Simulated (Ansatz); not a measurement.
An input for Ansatz 0.2.0 (CuBiPbS3 (Aikinite)):

```yaml
crystal:
  lattice:
    - [11.638, 0.0, 0.0]
    - [0.0, 4.039, 0.0]
    - [0.0, 0.0, 11.319]
  atoms:
    - { symbol: Cu, position: [0.2338, 0.25, 0.2085] }
    - { symbol: Cu, position: [0.2662, 0.75, 0.7085] }
    - { symbol: Cu, position: [0.7338, 0.25, 0.2915] }
    - { symbol: Cu, position: [0.7662, 0.75, 0.7915] }
    - { symbol: Bi, position: [0.0189, 0.25, 0.6827] }
    - { symbol: Bi, position: [0.4811, 0.75, 0.1827] }
    - { symbol: Bi, position: [0.5189, 0.25, 0.8173] }
    - { symbol: Bi, position: [0.9811, 0.75, 0.3173] }
    - { symbol: Pb, position: [0.8329, 0.25, 0.0105] }
    - { symbol: Pb, position: [0.6671, 0.75, 0.5105] }
    - { symbol: Pb, position: [0.3329, 0.25, 0.4895] }
    - { symbol: Pb, position: [0.1671, 0.75, 0.9895] }
    - { symbol: S, position: [0.716, 0.25, 0.6986] }
    - { symbol: S, position: [0.784, 0.75, 0.1986] }
    - { symbol: S, position: [0.216, 0.25, 0.8014] }
    - { symbol: S, position: [0.284, 0.75, 0.3014] }
    - { symbol: S, position: [0.0467, 0.25, 0.14] }
    - { symbol: S, position: [0.4533, 0.75, 0.64] }
    - { symbol: S, position: [0.5467, 0.25, 0.36] }
    - { symbol: S, position: [0.9533, 0.75, 0.86] }
    - { symbol: S, position: [0.3775, 0.25, 0.0559] }
    - { symbol: S, position: [0.1225, 0.75, 0.5559] }
    - { symbol: S, position: [0.8775, 0.25, 0.4441] }
    - { symbol: S, position: [0.6225, 0.75, 0.9441] }
kpoints:
  mp_grid: { grid: [2, 4, 2] }
  band_path:
    path:
      - [0.0, 0.0, 0.0]
      - [0.5, 0.0, 0.0]
      - [0.5, 0.5, 0.0]
      - [0.0, 0.5, 0.0]
      - [0.0, 0.0, 0.5]
      - [0.5, 0.0, 0.5]
      - [0.5, 0.5, 0.5]
      - [0.0, 0.5, 0.5]
      - [0.0, 0.0, 0.45]
      - [0.0, 0.25, 0.0]
      - [0.0, 0.0, 0.35]
    npoints: 1
hamiltonian:
  xc: hse06
scf:
  occupations: { method: fermi_dirac, width: 0.02 }
  n_extra_bands: 24
magnetization:
  noncollinear: true
  spin_orbit: true
output:
  eigenvalues: true
```

```sh
ansatz run input.yaml --threads 16 --pin off --max-ram 82944MiB --backend cuda --events-out ev --progress --plain --runs-dir out --devices 1 --max-vram 78GiB
```

Q: Estimate wall time and host memory on 1 × NVIDIA GB200 (shared by 2 runs) with 16 threads of Arm Neoverse V2, shared host.

It took 4 min; on shared hardware allow 2 min to 8 min. Peak host memory was 13 GiB. The sizes that set the cost: 10407 plane waves a state, 12 irreducible k points and 26 SCF cycles.

Exact exchange couples every pair of k points and filled bands, so it costs far more than a semilocal run.

[Paths, hosts, dates, memory and timing lines, banners, echoed tables and standing remarks are left out of the program output.]

[Logs are printed without paths, hosts, clocks, repeated set-up lines and the standing remarks that a program may print on its own settings, such as how far it seeks lower states.]

[Runs of the session that timed out or met a known fault of the program may be left out.]

[Cells called generated may have been cut or substituted from an entry of the Crystallography Open Database or the Materials Project.]

[Hosts, paths, dates, database ids (printed as entryN), source tags and the programs' standing remarks are cut or masked in the printed files.]
